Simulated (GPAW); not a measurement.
# O K ELNES/XANES of Ti2O (P-3m1) from DFT, part 2 of 3

How does the O K edge of Ti2O (P-3m1) move when the bonds are compressed or stretched?

GPAW 26.7.0; X-ray absorption from dipole matrix elements to empty bands, plane-wave PAW LDA.

So far. Step 2 (The field without a hole): The mesh shows no gap, so the system is treated as a metal and the core electron is put at the Fermi level (neutral cell).

### 4. Spectrum with XCH, O atom 3

The holes are 5.5 Å apart. In GPAW the data set carries the hole's charge, so charge=0 means a charged cell and charge=-1 a neutral one. The excited electron is kept in the cell, where it fills the lowest empty states and screens the hole. After the field has converged, empty bands are computed with the density fixed and the dipole matrix elements are summed.

The absorber has 6 Ti at 2.14 Å (octahedral, site symmetry -3m).

File xas.py:

```python
import numpy as np
from ase import Atoms
from ase.parallel import parprint, paropen
from gpaw import GPAW, PW, FermiDirac, Mixer, MixerDif, setup_paths
from gpaw.test import gen
setup_paths.insert(0, '.')
gen('O', name='fch1s', xcname='LDA', corehole=(1, 0, 1), write_xml=True)
from gpaw.mpi import world
world.barrier()

atoms = Atoms('Ti8O4',
    cell=[[-2.9194, 0, -4.713],
     [2.9194, 0, -4.713],
     [2.9194, -5.05654913, 0]],
    scaled_positions=[[0.47270333, 0.80603667, 0.66666667],
     [0.47270333, 0.80603667, 0.16666667],
     [0.97270333, 0.30603667, 0.66666667],
     [0.97270333, 0.30603667, 0.16666667],
     [0.52729667, 0.19396333, 0.83333333],
     [0.52729667, 0.19396333, 0.33333333],
     [0.02729667, 0.69396333, 0.83333333],
     [0.02729667, 0.69396333, 0.33333333],
     [0, 0, 0],
     [0, 0, 0.5],
     [0.5, 0.5, 0],
     [0.5, 0.5, 0.5]],
    pbc=True)
atoms.calc = calc = GPAW(legacy_gpaw=True, mode=PW(500), xc='LDA', setups={8: 'fch1s'},
    kpts={'size': (4, 4, 4), 'gamma': True}, occupations=FermiDirac(0.1),
    charge=-1, mixer=Mixer(0.1, 5, 50), maxiter=150,
    convergence={'density': 0.0001}, txt='scf.txt')
energy = atoms.get_potential_energy() + calc.get_reference_energy()
ef = calc.get_fermi_level()
out = dict(energy=energy, fermi=ef, forces=atoms.get_forces().tolist())
parprint(f'all-electron energy {energy:.4f} eV, Fermi level {ef:.4f} eV')
ev = np.array([[calc.get_eigenvalues(k, s) for k in range(len(calc.get_ibz_k_points()))] for s in range(calc.get_number_of_spins())])
out['homo'], out['lumo'], out['counts'] = ev[ev < ef].max(), ev[ev > ef].min(), sorted(set((ev < ef).sum((0, 2)).tolist()))
out['filled'] = (ev[:, 0] < ef).sum(1).tolist()

from ase.units import Ha
from gpaw.xas import dipole_matrix_elements
nb = int(calc.get_number_of_electrons() / 2) + 126
top, nb = nb, nb + 8 + nb // 12
nscf = calc.fixed_density(kpts={'size': (5, 5, 5), 'gamma': True}, nbands=nb,
    convergence={'bands': top, 'eigenstates': 1e-5}, maxiter=60, txt='nscf.txt')
cell = atoms.cell.array
ops = [cell.T @ U.T @ np.linalg.inv(cell.T) for U in nscf.wfs.kd.symmetry.op_scc]
E = np.arange(-6, 34, 0.1)
fwhm = np.interp(E, [4, 25], [0.9, 3.5])
Y, X, zero, highest = 0, 0, 1e9, 1e9
for spin in range(nscf.get_number_of_spins()):
    wfs = nscf.wfs
    A = dipole_matrix_elements(wfs.setups[8])
    eps = np.zeros((wfs.kd.nibzkpts, nb))
    d = np.zeros((3, A.shape[1], wfs.kd.nibzkpts, nb), complex)
    for kpt in wfs.kpt_u:
        if kpt.s == spin and 8 in kpt.P_ani:
            eps[kpt.k] = kpt.eps_n * Ha
            d[:, :, kpt.k] = (kpt.weight * wfs.nspins / 2) ** 0.5 * np.inner(A, kpt.P_ani[8])
    world.sum(eps)
    world.sum(d)
    T = np.einsum('amkn,bmkn->abkn', d, d.conj()).real
    T = sum(np.einsum('ai,ijkn,bj->abkn', R, T, R) for R in ops) / len(ops)
    empty = eps > ef
    zero, highest = min(zero, eps[empty].min()), min(highest, eps[:, top - 1].min())
    lines = [(eps, T, empty)] if spin == 0 else lines + [(eps, T, empty)]
for eps, T, empty in lines:
    f = np.einsum('aakn->akn', T).reshape(3, -1)
    x = eps.ravel() - zero
    w = np.interp(x, E, fwhm) / 2.35482
    g = np.exp(-0.5 * ((E[:, None] - x) / w) ** 2) / (w * (2 * np.pi) ** 0.5)
    Y = Y + (f * empty.ravel()) @ g.T
    X = X + (f * ~empty.ravel()) @ g.T
out.update(E=E.round(2).tolist(), xas=Y.tolist(), xes=X.tolist(), zero=zero, valid=highest - zero, nk=len(eps), nb=nb)
for i in range(0, len(E), 10):
    parprint(f'{E[i]:7.2f}', *(f'{v:10.3e}' for v in Y[:, i]))
import json
with paropen('out.json', 'w') as f:
    json.dump(out, f)
```

On the command line:

```console
$ OMP_NUM_THREADS=1 mpirun -n 2 gpaw python xas.py
```

Numbers of over 12 decimals in the logs are rounded to 6 here.

What it wrote:

```text
Input parameters:
  charge: -1
  convergence: {density: 0.0001}
  kpts: {gamma: True,
         size: (4, 4, 4)}
  maxiter: 150
  mixer: {backend: pulay,
          beta: 0.1,
          method: separate,
          nmaxold: 5,
          weight: 50}
  mode: {ecut: 500.0,
         name: pw}
  occupations: {fixmagmom: False,
                name: fermi-dirac,
                width: 0.1}
  setups: {8: fch1s}

Initialize ...

[... PAW data sets ...]

Reference energy: -192952.558023  # eV

Spin-paired calculation

[... convergence settings ...]
Symmetries present (total): 4
  [... symmetry matrices ...]

64 k-points: 4 x 4 x 4 Monkhorst-Pack grid + [1/8,1/8,1/8]
24 k-points in the irreducible part of the Brillouin zone
       k-points in crystal coordinates                weights
   0:     0.00000000    0.00000000    0.00000000          1/64
   1:     0.00000000    0.00000000    0.25000000          2/64
   2:     0.00000000    0.00000000    0.50000000          1/64
   3:     0.25000000   -0.25000000   -0.25000000          2/64
   4:     0.25000000   -0.25000000    0.25000000          2/64
   5:     0.25000000   -0.25000000    0.50000000          4/64
   6:     0.25000000    0.00000000   -0.25000000          4/64
   7:     0.25000000    0.00000000    0.00000000          4/64
   8:     0.25000000    0.00000000    0.25000000          4/64
   9:     0.25000000    0.00000000    0.50000000          4/64
          ...
  23:     0.50000000    0.50000000    0.50000000          1/64

Wave functions: Plane wave expansion
  Cutoff energy: 500.000 eV
  Number of coefficients (min, max): 3498, 3558
  Pulay-stress correction: 0.000000 eV/Ang^3 (de/decut=0.000000)
  Using FFTW library
  Wavefunction extrapolation:
    Improved wavefunction reuse through dual PAW basis

Occupation numbers: Fermi-Dirac:
  width: 0.1000  # eV

Eigensolver
   Davidson(niter=2)

Densities:
  Coarse grid: 32*32*32 grid
  Fine grid: 64*64*64 grid
  Total Charge: 0.000000

Density mixing:
  Method: separate
  Backend: pulay
  Linear mixing parameter: 0.1
  old densities: 5
  Width of damping distribution: 1.1
  Damping of long wavelength oscillations: 50

[... Hamiltonian set-up ...]
Number of atoms: 12
Number of atomic orbitals: 120
Number of bands in calculation: 77
Number of valence electrons: 121
Bands to converge: occupied

... initialized

Initializing position-dependent things.

Density initialized from atomic densities
Creating initial wave functions:
  77 bands from LCAO basis set

             O
               O

            Ti     Ti
              Ti     Ti
         Ti    OTi

           Ti     Ti

Atomic positions and initial magnetic moments

Positions:
   0 Ti     2.919400   -3.371033   -6.026702    ( 0.0000,  0.0000,  0.0000)
   1 Ti     1.459700   -0.842758   -6.026702    ( 0.0000,  0.0000,  0.0000)
   2 Ti     0.000000   -3.371033   -6.026702    ( 0.0000,  0.0000,  0.0000)
   3 Ti    -1.459700   -0.842758   -6.026702    ( 0.0000,  0.0000,  0.0000)
   4 Ti     1.459700   -4.213791   -3.399298    ( 0.0000,  0.0000,  0.0000)
   5 Ti    -0.000000   -1.685516   -3.399298    ( 0.0000,  0.0000,  0.0000)
   6 Ti     4.379100   -4.213791   -3.399298    ( 0.0000,  0.0000,  0.0000)
   7 Ti     2.919400   -1.685516   -3.399298    ( 0.0000,  0.0000,  0.0000)
   8 O      0.000000    0.000000    0.000000    ( 0.0000,  0.0000,  0.0000)
   9 O      1.459700   -2.528275    0.000000    ( 0.0000,  0.0000,  0.0000)
  10 O      0.000000    0.000000   -4.713000    ( 0.0000,  0.0000,  0.0000)
  11 O      1.459700   -2.528275   -4.713000    ( 0.0000,  0.0000,  0.0000)

Unit cell:
           periodic     x           y           z      points  spacing
  1. axis:    yes   -2.919400    0.000000   -4.713000    32     0.1392
  2. axis:    yes    2.919400    0.000000   -4.713000    32     0.1392
  3. axis:    yes    2.919400   -5.056549    0.000000    32     0.1580

  Lengths:   5.543940   5.543940   5.838800
  Angles:   74.734244 105.265756  63.551097

Effective grid spacing dv^(1/3) = 0.1619

iter:   1  -128.918733
iter:   2  -124.088224   -0.66  -1.19
iter:   3  -120.002307   -0.22  -1.27
iter:   4  -119.528323   -1.11  -1.45
iter:   5  -119.382554   -1.45  -1.57
iter:   6  -119.651383   -1.14  -1.71
iter:   7  -119.461612   -1.40  -1.95
iter:   8  -119.409734   -2.00  -2.22
iter:   9  -119.365654   -2.35  -2.27
iter:  10  -119.365647c  -2.61  -2.79
iter:  11  -119.363467c  -3.31  -2.93
iter:  12  -119.362580c  -3.65  -3.02
iter:  13  -119.364064c  -3.22  -3.09
iter:  14  -119.361566c  -4.64  -3.16
iter:  15  -119.361322c  -4.55  -3.58
iter:  16  -119.361339c  -5.37  -3.68
iter:  17  -119.361294c  -5.41  -3.98
iter:  18  -119.361300c  -5.55  -4.07c
iter:  19  -119.361303c  -6.04  -4.36c
iter:  20  -119.361304c  -6.49  -4.62c
iter:  21  -119.361305c  -6.96  -4.73c
iter:  22  -119.361305c  -7.56c -4.83c

Converged after 22 iterations.

Dipole moment: (-0.000000, 0.000000, -0.000000) |e|*Ang

Energy contributions relative to reference atoms: (reference = -192952.558023)

Kinetic:       +129.240746
Potential:     -125.144128
External:        +0.000000
XC:            -122.840715
Entropy (-ST):   -0.163214
Local:           -0.535601
SIC:             +0.000000
--------------------------
Free energy:   -119.442912
Extrapolated:  -119.361305

Showing only first 2 kpts
 Kpt  Band  Eigenvalues  Occupancy
  0    58     10.17841    1.99796
  0    59     10.22894    1.99662
  0    60     10.24774    1.99592
  0    61     10.98572    0.46787

  1    58     10.01596    1.99960
  1    59     10.55184    1.91802
  1    60     10.63296    1.82449
[...]
Fermi level: 10.86709

No gap
No difference between direct/indirect transitions

Forces in eV/Ang:
  0 Ti    0.00000    0.02460    1.59988
  1 Ti   -0.94461   -0.50871    0.80416
  2 Ti    0.00000    1.12856    0.73801
  3 Ti    0.94461   -0.50871    0.80416
  4 Ti    0.94461    0.50871   -0.80416
  5 Ti    0.00000   -0.02460   -1.59988
  6 Ti   -0.94461    0.50871   -0.80416
  7 Ti    0.00000   -1.12856   -0.73801
  8 O     0.00000    0.00000    0.00000
  9 O     0.00000    0.00000    0.00000
 10 O     0.00000    0.00000    0.00000
 11 O     0.00000    0.00000    0.00000
Scalar-relativistic atomic LDA calculation for O (Oxygen, Z=8)
Core hole in 1s state (1s occupation: 1.0)
300 radial gridpoints.
|------------------------------------------------|
|------------------------------------------------|
[... the atom generator's iteration count ...]

Energy contributions:
-------------------------
Kinetic:      +54.046737
XC:            -5.876031
Potential:   -102.458324
-------------------------
Total:        -54.287618

state      eigenvalue         ekin         rmax
-----------------------------------------------
1s^1.0 :   -21.731873    30.611423        0.127
2s^2.0 :    -1.594915     4.066245        0.801
2p^4.0 :    -1.067100     3.825706        0.682
-----------------------------------------------
(units: Bohr and Hartree)

Generating PAW setup
Kinetic energy of the core from tauc = 30.636371
Cutoffs:
rc(s)=1.300
rc(p)=1.130
rc(d)=1.170
rc(vbar)=1.300
rc(comp)=1.260
rc(nct)=1.300

Kinetic energy of the core states: 30.611423
Charge: 1.0
Core electrons: 1.0
Valence electrons: 6.0
Pseudo-core charge: 0.000198
Shape function alpha=6.299
Pseudo-electron charge 5.280306
state    eigenvalue         norm
--------------------------------
2s(2) :    -1.594915     1.065643
*s    :    -0.594915
2p(4) :    -1.067100     0.787205
*p    :    -0.067100
*d    :     0.000000
--------------------------------

Diagonalizing with gridspacing h=0.050

state   all-electron     PAW
-------------------------------
2s:      -1.594915    -1.596334
2p:      -1.067100    -1.073375
*d:                   -0.060686
*f:                   -0.013559
-------------------------------
<dir> UserWarning: Initial realspace grid (30,30,32) inconsistent with symmetries.
  warnings.warn(
<dir> UserWarning: Using symmetrized grid: (32,32,32).

  warnings.warn('Using symmetrized grid: ({},{},{}).\n'.format(*N_c))
<dir> UserWarning: Initial realspace grid (30,30,32) inconsistent with symmetries.
  warnings.warn(
<dir> UserWarning: Using symmetrized grid: (32,32,32).

  warnings.warn('Using symmetrized grid: ({},{},{}).\n'.format(*N_c))
all-electron energy -193071.9193 eV, Fermi level 10.8671 eV
[...]
31.00  7.330e-05  7.374e-05  3.467e-05
  32.00  6.367e-05  6.394e-05  4.787e-05
  33.00  5.574e-05  5.597e-05  6.654e-05
```

Elapsed: 9.5 min, on 2 MPI ranks of Arm Neoverse V1, shared host; peak memory 0.75 GiB.

The O K spectrum, O atom 3, excited-electron core hole (neutral cell) (energy from the lowest empty level; intensity scaled to a mean of 1 over the first 20 eV; polarised curves are means over the symmetry-equivalent atoms):

```
E (eV)  isotropic  ε ⊥ c  ε ∥ c
  -2.0       0.00   0.00   0.00
  -1.0       0.00   0.00   0.00
   0.0       0.73   0.89   0.40
   1.0       2.89   3.05   2.57
   2.0       1.46   1.34   1.70
   3.0       1.48   1.46   1.50
   4.0       0.92   0.87   1.01
   5.0       0.70   0.64   0.81
   6.0       0.95   0.88   1.10
   7.0       1.02   0.95   1.18
   8.0       0.75   0.69   0.87
   9.0       0.57   0.46   0.78
  10.0       1.12   1.20   0.95
  11.0       1.77   2.15   1.00
  12.0       1.36   1.58   0.91
  13.0       0.88   0.93   0.79
  14.0       0.62   0.59   0.66
  15.0       0.48   0.41   0.61
  16.0       0.46   0.39   0.60
  17.0       0.51   0.48   0.55
  18.0       0.58   0.60   0.54
  19.0       0.61   0.59   0.66
  20.0       0.61   0.49   0.85
  21.0       0.62   0.42   1.02
  22.0       0.68   0.44   1.15
  23.0       0.74   0.52   1.18
  24.0       0.80   0.64   1.11
  25.0       0.86   0.80   0.98
  26.0       0.96   1.01   0.86
  27.0       1.09   1.27   0.75
  28.0       1.16   1.43   0.62
  29.0       1.12   1.43   0.51
  30.0       1.02   1.29   0.46
  31.0       0.93   1.13   0.53
  32.0       0.90   0.98   0.73
```

Main maxima below 24 eV (height): 1.0 eV (2.89), 6.6 eV (1.07) and 11.1 eV (1.77). A K edge sees empty p states; the first features are O p mixed into the empty d states of the Ti neighbours, and the broad ones above probably into the cations' higher empty bands.

The total-energy difference is 536.16 eV. One term is added: -8.83 eV, since the hole is spin-paired here and a spin-polarised one costs that much less in the free atom (computed apart). The photon energy is then 527.33 eV. The functional leaves an error in such absolute values: in the free atom LDA prices this hole 4.1 eV below PBE (computed apart), and PBE is itself good to a few eV.

### 5. Supercell without a hole, the energy reference

The cell changes for the next run, so it gets a reference energy of its own.

The cell differs from the one that the last finished run ended in (a 5.544 → 5.431 Å, b 5.544 → 5.431 Å, c 5.839 → 5.720 Å).

File scf.py:

```python
import numpy as np
from ase import Atoms
from ase.parallel import parprint, paropen
from gpaw import GPAW, PW, FermiDirac, Mixer, MixerDif, setup_paths
from gpaw.test import gen
setup_paths.insert(0, '.')
gen('O', name='nch1s', xcname='LDA', corehole=(1, 0, 0), write_xml=True)
from gpaw.mpi import world
world.barrier()

atoms = Atoms('Ti8O4',
    cell=[[-2.85980369, 0, -4.61678933],
     [2.85980369, 0, -4.61678933],
     [2.85980369, -4.95332528, 0]],
    scaled_positions=[[0.47270333, 0.80603667, 0.66666667],
     [0.47270333, 0.80603667, 0.16666667],
     [0.97270333, 0.30603667, 0.66666667],
     [0.97270333, 0.30603667, 0.16666667],
     [0.52729667, 0.19396333, 0.83333333],
     [0.52729667, 0.19396333, 0.33333333],
     [0.02729667, 0.69396333, 0.83333333],
     [0.02729667, 0.69396333, 0.33333333],
     [0, 0, 0],
     [0, 0, 0.5],
     [0.5, 0.5, 0],
     [0.5, 0.5, 0.5]],
    pbc=True)
atoms.calc = calc = GPAW(legacy_gpaw=True, mode=PW(500), xc='LDA', setups={8: 'nch1s'},
    kpts={'size': (4, 4, 4), 'gamma': True}, occupations=FermiDirac(0.1),
    charge=0, mixer=Mixer(0.1, 5, 50), maxiter=150,
    convergence={'density': 0.0001}, txt='scf.txt')
energy = atoms.get_potential_energy() + calc.get_reference_energy()
ef = calc.get_fermi_level()
out = dict(energy=energy, fermi=ef, forces=atoms.get_forces().tolist())
parprint(f'all-electron energy {energy:.4f} eV, Fermi level {ef:.4f} eV')
ev = np.array([[calc.get_eigenvalues(k, s) for k in range(len(calc.get_ibz_k_points()))] for s in range(calc.get_number_of_spins())])
out['homo'], out['lumo'], out['counts'] = ev[ev < ef].max(), ev[ev > ef].min(), sorted(set((ev < ef).sum((0, 2)).tolist()))
out['filled'] = (ev[:, 0] < ef).sum(1).tolist()
import json
with paropen('out.json', 'w') as f:
    json.dump(out, f)
```

On the command line:

```console
$ OMP_NUM_THREADS=1 mpirun -n 2 gpaw python scf.py
```

What it wrote:

```text
Input parameters:
  convergence: {density: 0.0001}
  kpts: {gamma: True,
         size: (4, 4, 4)}
  maxiter: 150
  mixer: {backend: pulay,
          beta: 0.1,
          method: separate,
          nmaxold: 5,
          weight: 50}
  mode: {ecut: 500.0,
         name: pw}
  occupations: {fixmagmom: False,
                name: fermi-dirac,
                width: 0.1}
  setups: {8: nch1s}

Initialize ...

[...]
2s(2) :    -0.872866     1.079797
*s    :     0.127134
2p(4) :    -0.337925     0.876472
*p    :     0.662075
*d    :     0.000000
--------------------------------

Diagonalizing with gridspacing h=0.050

state   all-electron     PAW
-------------------------------
2s:      -0.872866    -0.873954
2p:      -0.337925    -0.341740
*d:                    0.050276
*f:                    0.077289
-------------------------------
all-electron energy -193607.7426 eV, Fermi level 11.4139 eV
[key lines of the parts left out:]
Converged after 20 iterations.
Dipole moment: (0.000000, -0.000000, -0.000000) |e|*Ang
Free energy:   -104.577625
Fermi level: 11.41388
```

It took 2.4 min on 2 MPI ranks; peak memory 0.36 GiB; 4.8 min of CPU time.

Reference energy: -193607.743 eV with the cores included.

### 6. Spectrum with XCH, O atom 3

Shorter bonds are expected to push antibonding states and scattering resonances up, and longer ones down; the cell is scaled to test that.

Changed against the first core-hole run: volume scale from 1 to 0.94.

Changes to xas.py since step 4:

```diff
@@ -11,5 +11,5 @@
 atoms = Atoms('Ti8O4',
-    cell=[[-2.9194, 0, -4.713],
-     [2.9194, 0, -4.713],
-     [2.9194, -5.05654913, 0]],
+    cell=[[-2.85980369, 0, -4.61678933],
+     [2.85980369, 0, -4.61678933],
+     [2.85980369, -4.95332528, 0]],
     scaled_positions=[[0.47270333, 0.80603667, 0.66666667],
@@ -41,3 +41,3 @@
 from gpaw.xas import dipole_matrix_elements
-nb = int(calc.get_number_of_electrons() / 2) + 126
+nb = int(calc.get_number_of_electrons() / 2) + 121
 top, nb = nb, nb + 8 + nb // 12
```

On the command line:

```console
$ OMP_NUM_THREADS=1 mpirun -n 2 gpaw python xas.py
```

What it wrote:

```text
Input parameters:
  charge: -1
  convergence: {density: 0.0001}
  kpts: {gamma: True,
         size: (4, 4, 4)}
  maxiter: 150
  mixer: {backend: pulay,
          beta: 0.1,
          method: separate,
          nmaxold: 5,
          weight: 50}
  mode: {ecut: 500.0,
         name: pw}
  occupations: {fixmagmom: False,
                name: fermi-dirac,
                width: 0.1}
  setups: {8: fch1s}

Initialize ...

[...]
*p    :    -0.067100
*d    :     0.000000
--------------------------------

Diagonalizing with gridspacing h=0.050

state   all-electron     PAW
-------------------------------
2s:      -1.594915    -1.596334
2p:      -1.067100    -1.073375
*d:                   -0.060686
*f:                   -0.013559
-------------------------------
all-electron energy -193071.4043 eV, Fermi level 11.7012 eV
[...]
32.00  7.225e-05  7.252e-05  3.150e-05
  33.00  6.347e-05  6.372e-05  4.093e-05
[key lines of the parts left out:]
Converged after 22 iterations.
Dipole moment: (-0.000000, 0.000000, -0.000000) |e|*Ang
Free energy:   -118.920838
Fermi level: 11.70124
```

Elapsed: 9.5 min, on 2 MPI ranks; peak memory 0.71 GiB; 19 min of CPU time.

```
E (eV)  first run  this run
  -2.0       0.00      0.00
  -1.0       0.00      0.00
   0.0       0.73      0.64
   1.0       2.89      2.84
   2.0       1.46      1.52
   3.0       1.48      1.41
   4.0       0.92      1.23
   5.0       0.70      0.58
   6.0       0.95      0.79
   7.0       1.02      1.03
   8.0       0.75      0.91
   9.0       0.57      0.60
  10.0       1.12      0.63
  11.0       1.77      1.32
  12.0       1.36      1.69
  13.0       0.88      1.19
  14.0       0.62      0.79
  15.0       0.48      0.56
  16.0       0.46      0.47
  17.0       0.51      0.49
  18.0       0.58      0.54
  19.0       0.61      0.60
  20.0       0.61      0.61
  21.0       0.62      0.61
  22.0       0.68      0.62
  23.0       0.74      0.66
  24.0       0.80      0.73
  25.0       0.86      0.78
  26.0       0.96      0.84
  27.0       1.09      0.94
  28.0       1.16      1.08
  29.0       1.12      1.16
  30.0       1.02      1.12
  31.0       0.93      1.00
  32.0       0.90      0.89
```

Against the first run the r.m.s. difference is 18 %. The highest intensity below 16 eV goes from 1.0 eV (2.89) to 1.1 eV (2.85).

The photon energy of the zero moves by +0.18 eV.

[end of part 2 of 3]

[Banner, clock and machine lines of the logs are left out without a mark of their own.]

[Logs are printed without paths, hosts, clocks, repeated set-up lines and the standing remarks that a program may print on its own settings, such as how far it seeks lower states.]

[Hosts, paths, dates, database ids (printed as entryN), source tags and the programs' standing remarks are cut or masked in the printed files.]

[Lists of maxima count a maximum above −3 eV only where it reaches 4 % of the highest in the window and stands out from its surroundings by 2 % of it (1.5 % where it reaches 55 %); shoulders and weaker maxima are passed over, and of the rest the first, up to two pre-edge ones and the few strongest are named.]
